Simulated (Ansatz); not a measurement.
# Preparing Si3N4 (P6_3/m) as a host crystal, part 3 of 3

Aim: the runs on the perfect crystal Si3N4 (P6_3/m) that a defect calculation needs first.

Ansatz 0.2.0; plane-wave PAW DFT, PBEsol; single point of the host's primitive cell on a dense mesh; PAW set soft_1 (the session's first sound run).

So far: Starting point; Primitive cell on a dense mesh; Self-consistent run; Defect free supercell relaxed from its symmetric sites.

## (5) Defect free supercell relaxed from displaced atoms

This step: plane-wave PAW DFT, PBEsol; relaxation of the defect-free supercell from random displacements, a test of the host's stability; PAW set soft_1 (Ansatz 0.2.0).

pristine.rattled/input.yaml, as its differences from pristine.symmetric/input.yaml of step 4:

```diff
@@ -147,6 +147,6 @@
   f_tol: 0.01
-  max_steps: 60
-  escape_saddle: false
+  max_steps: 120
+  random_displacement: { amplitude: 0.08, seed: 8616 }
 checkpoint:
-  write: "../pristine.symmetric.run"
+  write: "../pristine.rattled.run"
   compress: false
```

Run with:

```
ansatz run input.yaml --threads 8 --pin off --max-ram 22609MiB --backend cpu --events-out ev --progress --plain --runs-dir out
```

Numbers of over 12 decimals in the logs are rounded to 6 here.

The log of the run:

```text
[...]
Crystal: 126 atoms, lattice volume = 1318.628 Å³
Basis set: ecut = 420 eV, 25805 PW (Γ), exchange–correlation on 180×180×120 points (8 copies of the dense FFT grid, shifted against one another)
Bands: 414, of which v1, the nominal top of the filled ones, is band 288 counted from 1 (287 counted from 0)
Symmetry: 1 space group operations
k-points: 1
[...]
SCF iter   1: F=—  HF=-61050.582798 eV  |F-HF|=—  |Δ(HF+E_count)|=         —  Δρ=1.50e-1  dr2=3.11e2  ethr=3.10e-3  ⟨swp⟩=6.0  Hψ=1880  notcnv=0  defer=56
[...]
SCF iter   9: F=-60952.126635 eV  HF=-60952.126636 eV  |F-HF|=2.40e-7  |Δ(HF+E_count)|=   4.64e-6  Δρ=6.40e-6  dr2=5.10e-7  ethr=4.34e-10  ⟨swp⟩=4.0  Hψ=1215  notcnv=0
SCF 1 converged in 9 iterations: F = -60952.126635 eV  dr2 = 5.10e-7
[...]
relax step   1: F+E_penalty+E_count = -60952.12663528 eV  Δ(F+E_penalty+E_count) = +0.000e0 eV  max|allowed force component| = 4.680e0 eV/Å  Δτ_max = 0.0000 Å  (9 SCF iters, dr2 threshold 2.50e-6 eV, accepted)
[... the SCF cycles and remarks between the steps are left out from here to the last step ...]
relax step   2: F+E_penalty+E_count = -60959.80864693 eV  Δ(F+E_penalty+E_count) = -7.682e0 eV  max|allowed force component| = 2.787e0 eV/Å  Δτ_max = 0.0671 Å  (6 SCF iters, dr2 threshold 1.00e-4 eV, accepted)
relax step   3: F+E_penalty+E_count = -60964.38405887 eV  Δ(F+E_penalty+E_count) = -4.575e0 eV  max|allowed force component| = 5.049e-2 eV/Å  Δτ_max = 0.0760 Å  (6 SCF iters, dr2 threshold 1.00e-4 eV, accepted)
relax step   4: F+E_penalty+E_count = -60964.38407776 eV  Δ(F+E_penalty+E_count) = -1.889e-5 eV  max|allowed force component| = 5.054e-2 eV/Å  Δτ_max = 0.0000 Å  (4 SCF iters, accepted)
relax step   5: F+E_penalty+E_count = -60964.38678486 eV  Δ(F+E_penalty+E_count) = -2.707e-3 eV  max|allowed force component| = 2.480e-3 eV/Å  Δτ_max = 0.0075 Å  (6 SCF iters, dr2 threshold 1.60e-7 eV, accepted)
[...]
SCF iter   3: F=-60964.386785 eV  HF=-60964.386785 eV  |F-HF|=9.68e-9  |Δ(HF+E_count)|=   9.79e-9  Δρ=5.70e-7  dr2=6.59e-9  ethr=3.01e-12  ⟨swp⟩=2.0  Hψ=1127  notcnv=0
SCF 6 converged in 3 iterations: F = -60964.386785 eV  dr2 = 6.59e-9
relax step   6: F+E_penalty+E_count = -60964.38678489 eV  Δ(F+E_penalty+E_count) = -2.366e-8 eV  max|allowed force component| = 2.483e-3 eV/Å  Δτ_max = 0.0000 Å  (3 SCF iters, accepted)
SCF converged after 3 iterations
Free energy (F): -60964.386785 eV
[...]
Internal energy: -60964.386785 eV  (E = F + TS)
E sigma→0 (E₀):  -60964.386785 eV
Fermi energy:    10.278269 eV
[...]
--- Forces (eV/Å), atoms counted from 1 ---
  atom   1  Si    -0.00209504    -0.00050610    -0.00092033
  atom   2  Si     0.00124433     0.00019167    -0.00094129
  atom   3  Si     0.00023246    -0.00127384     0.00101918
  atom   4  Si    -0.00051497     0.00030829    -0.00057505
  atom   5  Si     0.00044332    -0.00120862    -0.00081705
  atom   6  Si     0.00101699    -0.00020186     0.00022524
  atom   7  Si    -0.00180607    -0.00088242    -0.00099086
  atom   8  Si    -0.00076799     0.00081228    -0.00082123
  atom   9  Si     0.00248245     0.00130133    -0.00068532
  atom  10  Si     0.00079014    -0.00103966     0.00055905
  atom  11  Si     0.00154326    -0.00107996    -0.00028616
  atom  12  Si     0.00169504    -0.00009487    -0.00041014
  atom  13  Si    -0.00015413    -0.00013296    -0.00002551
  atom  14  Si    -0.00006846    -0.00023301     0.00036527
  atom  15  Si    -0.00024703     0.00111878    -0.00071783
  atom  16  Si     0.00099879     0.00032581    -0.00049892
  atom  17  Si    -0.00017644    -0.00016969    -0.00011174
  atom  18  Si    -0.00011305     0.00057790    -0.00002006
  atom  19  N      0.00001498     0.00111231     0.00036282
  atom  20  N     -0.00039323     0.00035227     0.00056169
  atom  21  N     -0.00016942     0.00058074    -0.00020974
  atom  22  N      0.00086024    -0.00004771     0.00033418
  atom  23  N     -0.00016438    -0.00077222     0.00067068
  atom  24  N     -0.00054858    -0.00031505    -0.00079022
  atom  25  N      0.00102041     0.00022722    -0.00003746
  atom  26  N      0.00013576    -0.00077643     0.00044945
  atom  27  N      0.00047132     0.00009600     0.00008219
  atom  28  N     -0.00006999     0.00116222    -0.00064001
  atom  29  N      0.00010687    -0.00030119     0.00033667
  atom  30  N      0.00004275     0.00074088    -0.00038251
  atom  31  N      0.00108566     0.00016287     0.00011226
  atom  32  N     -0.00027986    -0.00025259     0.00027792
  atom  33  N     -0.00031415    -0.00038618     0.00044598
  atom  34  N     -0.00029539     0.00015629     0.00012808
  atom  35  N     -0.00024162     0.00062400     0.00085854
  atom  36  N     -0.00072433    -0.00022288    -0.00026504
  atom  37  N     -0.00047058    -0.00030862    -0.00004169
  atom  38  N     -0.00057882    -0.00024758     0.00021336
  atom  39  N     -0.00019812    -0.00007766    -0.00034534
  atom  40  N     -0.00126954    -0.00113629     0.00064884
[...]
atom 115  N      0.00049678     0.00054377    -0.00042383
  atom 116  N     -0.00053831     0.00036223    -0.00044025
  atom 117  N      0.00018981     0.00069600    -0.00020617
  atom 118  N     -0.00046890     0.00030219    -0.00045603
  atom 119  N     -0.00010450     0.00083245     0.00051579
  atom 120  N      0.00042877     0.00013786     0.00035003
  atom 121  N     -0.00105484    -0.00031202    -0.00020716
  atom 122  N      0.00014436    -0.00000305    -0.00012415
  atom 123  N     -0.00025556    -0.00025909    -0.00061285
  atom 124  N     -0.00142371     0.00003521    -0.00017199
  atom 125  N      0.00046427     0.00077368     0.00002455
  atom 126  N     -0.00002141     0.00029034     0.00027765
  max |Σ_I F_I| component: 3.81e-5 eV/Å
--- Relaxed structure (6 steps of the walk, 6 accepted, 0 SCFs on fresh bases) ---
  F+E_penalty+E_count = -60964.38678489 eV   max|allowed force component| = 2.483e-3 eV/Å
  atoms:
    - { symbol: Si, position: [0.019937, 0.806849, 0.250137] }
    - { symbol: Si, position: [0.353264, 0.473527, 0.250127] }
    - { symbol: Si, position: [0.686609, 0.140200, 0.250117] }
    - { symbol: Si, position: [0.213371, 0.019790, 0.083456] }
    - { symbol: Si, position: [0.546706, 0.686472, 0.083452] }
    - { symbol: Si, position: [0.880039, 0.353137, 0.083438] }
    - { symbol: Si, position: [0.140324, 0.454010, 0.083451] }
    - { symbol: Si, position: [0.473656, 0.120672, 0.083443] }
    - { symbol: Si, position: [0.806981, 0.787345, 0.083457] }
    - { symbol: Si, position: [0.193868, 0.213240, 0.250131] }
    - { symbol: Si, position: [0.527201, 0.879918, 0.250127] }
    - { symbol: Si, position: [0.860527, 0.546572, 0.250121] }
    - { symbol: Si, position: [0.120811, 0.647443, 0.250126] }
    - { symbol: Si, position: [0.454146, 0.314115, 0.250118] }
    - { symbol: Si, position: [0.787472, 0.980777, 0.250137] }
    - { symbol: Si, position: [0.314254, 0.860386, 0.083447] }
    - { symbol: Si, position: [0.647582, 0.527055, 0.083445] }
    - { symbol: Si, position: [0.980916, 0.193723, 0.083457] }
    - { symbol: N, position: [0.000421, 0.666953, 0.250149] }
    - { symbol: N, position: [0.333759, 0.333628, 0.250138] }
    - { symbol: N, position: [0.667092, 0.000299, 0.250150] }
    - { symbol: N, position: [0.000426, 0.333622, 0.083425] }
    - { symbol: N, position: [0.333763, 0.000283, 0.083420] }
    - { symbol: N, position: [0.667092, 0.666954, 0.083450] }
    - { symbol: N, position: [0.213893, 0.456828, 0.250121] }
    - { symbol: N, position: [0.547239, 0.123504, 0.250109] }
    - { symbol: N, position: [0.880564, 0.790161, 0.250123] }
    - { symbol: N, position: [0.090695, 0.880413, 0.083469] }
    - { symbol: N, position: [0.424028, 0.547094, 0.083461] }
    - { symbol: N, position: [0.757363, 0.213761, 0.083452] }
    - { symbol: N, position: [0.123611, 0.576677, 0.083456] }
    - { symbol: N, position: [0.456958, 0.243349, 0.083451] }
    - { symbol: N, position: [0.790290, 0.910021, 0.083462] }
    - { symbol: N, position: [0.210561, 0.090558, 0.250124] }
    - { symbol: N, position: [0.543887, 0.757231, 0.250118] }
    - { symbol: N, position: [0.877230, 0.423897, 0.250112] }
    - { symbol: N, position: [0.120292, 0.210428, 0.083467] }
    - { symbol: N, position: [0.453633, 0.877103, 0.083454] }
    - { symbol: N, position: [0.786954, 0.543755, 0.083452] }
    - { symbol: N, position: [0.243506, 0.786810, 0.250112] }
    - { symbol: N, position: [0.576823, 0.453487, 0.250111] }
    - { symbol: N, position: [0.910154, 0.120153, 0.250122] }
    - { symbol: Si, position: [0.019927, 0.806848, 0.583464] }
    - { symbol: Si, position: [0.353265, 0.473526, 0.583457] }
    - { symbol: Si, position: [0.686601, 0.140188, 0.583457] }
    - { symbol: Si, position: [0.213373, 0.019795, 0.416788] }
    - { symbol: Si, position: [0.546700, 0.686466, 0.416780] }
    - { symbol: Si, position: [0.880041, 0.353134, 0.416772] }
    - { symbol: Si, position: [0.140315, 0.454007, 0.416783] }
    - { symbol: Si, position: [0.473662, 0.120687, 0.416774] }
    - { symbol: Si, position: [0.806982, 0.787345, 0.416782] }
    - { symbol: Si, position: [0.193874, 0.213244, 0.583468] }
    - { symbol: Si, position: [0.527205, 0.879910, 0.583460] }
    - { symbol: Si, position: [0.860527, 0.546562, 0.583456] }
    - { symbol: Si, position: [0.120809, 0.647447, 0.583461] }
    - { symbol: Si, position: [0.454154, 0.314120, 0.583459] }
    - { symbol: Si, position: [0.787480, 0.980784, 0.583469] }
    - { symbol: Si, position: [0.314256, 0.860390, 0.416781] }
    - { symbol: Si, position: [0.647587, 0.527057, 0.416779] }
    - { symbol: Si, position: [0.980916, 0.193719, 0.416789] }
    - { symbol: N, position: [0.000419, 0.666954, 0.583495] }
    - { symbol: N, position: [0.333766, 0.333633, 0.583485] }
    - { symbol: N, position: [0.667094, 0.000295, 0.583488] }
    - { symbol: N, position: [0.000426, 0.333614, 0.416770] }
    - { symbol: N, position: [0.333766, 0.000289, 0.416758] }
    - { symbol: N, position: [0.667092, 0.666957, 0.416783] }
    - { symbol: N, position: [0.213896, 0.456829, 0.583449] }
    - { symbol: N, position: [0.547230, 0.123489, 0.583446] }
    - { symbol: N, position: [0.880562, 0.790167, 0.583452] }
    - { symbol: N, position: [0.090708, 0.880414, 0.416801] }
    - { symbol: N, position: [0.424027, 0.547091, 0.416793] }
    - { symbol: N, position: [0.757364, 0.213754, 0.416792] }
    - { symbol: N, position: [0.123604, 0.576675, 0.416791] }
    - { symbol: N, position: [0.456966, 0.243362, 0.416787] }
    - { symbol: N, position: [0.790274, 0.910013, 0.416798] }
    - { symbol: N, position: [0.210561, 0.090561, 0.583457] }
[...]
- { symbol: Si, position: [0.019933, 0.806851, 0.916795] }
    - { symbol: Si, position: [0.353268, 0.473519, 0.916794] }
    - { symbol: Si, position: [0.686600, 0.140187, 0.916787] }
    - { symbol: Si, position: [0.213373, 0.019798, 0.750119] }
    - { symbol: Si, position: [0.546703, 0.686467, 0.750114] }
    - { symbol: Si, position: [0.880039, 0.353127, 0.750105] }
    - { symbol: Si, position: [0.140323, 0.454005, 0.750116] }
    - { symbol: Si, position: [0.473649, 0.120669, 0.750104] }
    - { symbol: Si, position: [0.806981, 0.787345, 0.750123] }
    - { symbol: Si, position: [0.193863, 0.213235, 0.916802] }
    - { symbol: Si, position: [0.527202, 0.879908, 0.916789] }
    - { symbol: Si, position: [0.860529, 0.546565, 0.916784] }
    - { symbol: Si, position: [0.120812, 0.647442, 0.916789] }
    - { symbol: Si, position: [0.454145, 0.314108, 0.916787] }
    - { symbol: Si, position: [0.787483, 0.980785, 0.916800] }
    - { symbol: Si, position: [0.314251, 0.860385, 0.750113] }
    - { symbol: Si, position: [0.647585, 0.527057, 0.750113] }
    - { symbol: Si, position: [0.980919, 0.193726, 0.750124] }
[...]
- { symbol: N, position: [0.123607, 0.576672, 0.750121] }
    - { symbol: N, position: [0.456953, 0.243344, 0.750117] }
    - { symbol: N, position: [0.790277, 0.910014, 0.750132] }
    - { symbol: N, position: [0.210556, 0.090554, 0.916795] }
    - { symbol: N, position: [0.543887, 0.757225, 0.916784] }
    - { symbol: N, position: [0.877220, 0.423890, 0.916771] }
    - { symbol: N, position: [0.120295, 0.210426, 0.750132] }
    - { symbol: N, position: [0.453632, 0.877103, 0.750123] }
    - { symbol: N, position: [0.786957, 0.543758, 0.750121] }
    - { symbol: N, position: [0.243503, 0.786805, 0.916780] }
    - { symbol: N, position: [0.576818, 0.453486, 0.916777] }
    - { symbol: N, position: [0.910161, 0.120154, 0.916787] }
```

The job ended after 80 s (8 threads of Arm Neoverse V2, shared host; peak memory 2.9 GiB).

The steps of the relaxation:

```csv
step,energy less that of the first step (eV),largest force component (eV/Å)
1,0.0000,4.6802
2,-7.6820,2.7872
3,-12.2574,0.0505
4,-12.2574,0.0505
5,-12.2602,0.0025
6,-12.2602,0.0025
```

The relaxation ends 97 meV an atom lower than the displaced start, with a largest force component of 0.0025 eV/Å.

## (6) Outcome

```
supercell relaxed in its symmetry less the displaced and relaxed one : 0.000 eV
energy an atom at one point at (¼, ¼, ¼) less that on the dense mesh : 0.000 eV
```

What this shows: Step 5: The energy fell by 12.260 eV from the randomly displaced start; the atoms end within 0.005 Å of the sites as typed, once the mean shift is taken out. The displaced cell ends within 0.01 eV of the symmetric one relaxed in its symmetry, so no lower structure shows in this supercell. All at zero temperature.

[Logs are printed without paths, hosts, clocks, repeated set-up lines and the standing remarks that a program may print on its own settings, such as how far it seeks lower states.]

[Hosts, paths, dates, database ids (printed as entryN), source tags and the programs' standing remarks are cut or masked in the printed files.]

[Runs of the host that timed out are not shown.]

[For some hosts the program warned that the k-mesh of the response run may be too coarse for force constants and the static dielectric constant; such warnings are not always shown.]
